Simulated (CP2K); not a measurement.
Two runs for the C K edge of fluoroacetylene. Run A: CP2K XAS_TDP, all-electron GAPW, PBEh(45%), aug-cc-pVTZ, TDA, no relativity. Run B differs in one setting.

First lines with a strength over 0.0015. A:

```tsv
atom	energy (eV)	states	strength, one atom
C1 (bonded to C and H)	282.38	2	0.0951
	284.55	1	0.0175
	285.65	2	0.0149
	286.54	1	0.0019
	287.06	2	0.0055
C2 (bonded to C and F)	284.28	2	0.1302
	284.73	1	0.0193
	287.49	1	0.0030
	288.61	1	0.0025
	289.38	2	0.0045
```

B:

```tsv
atom	energy (eV)	states	strength, one atom
C1 (bonded to C and H)	284.30	2	0.1028
	286.49	1	0.0193
	287.63	2	0.0155
	288.63	1	0.0016
	289.13	2	0.0057
C2 (bonded to C and F)	286.18	1	0.0692
	286.19	1	0.0688
	286.64	1	0.0210
	289.59	1	0.0032
	290.68	1	0.0026
```

**Question.** Which was it: scalar relativity switched on, the basis, GW2X switched on, the functional?

The functional (functional from PBEh(45%) to BHandHLYP; the lines alone don't name the new value). A functional moves all lines by electronvolts and changes their spacings and strengths. Against PBEh(45%) in aug-cc-pVTZ, the leading lines move by +1.92 eV (C1, to 284.30) and +1.90 eV (C2, to 286.18); the strength of C1's goes from 0.0951 to 0.1028.

[Banner, clock and machine lines of the logs are left out without a mark of their own.]

[Logs are printed without paths, hosts, clocks, repeated set-up lines and the standing remarks that a program may print on its own settings, such as how far it seeks lower states.]

[Hosts, paths, dates, database ids (printed as entryN), source tags and the programs' standing remarks are cut or masked in the printed files.]
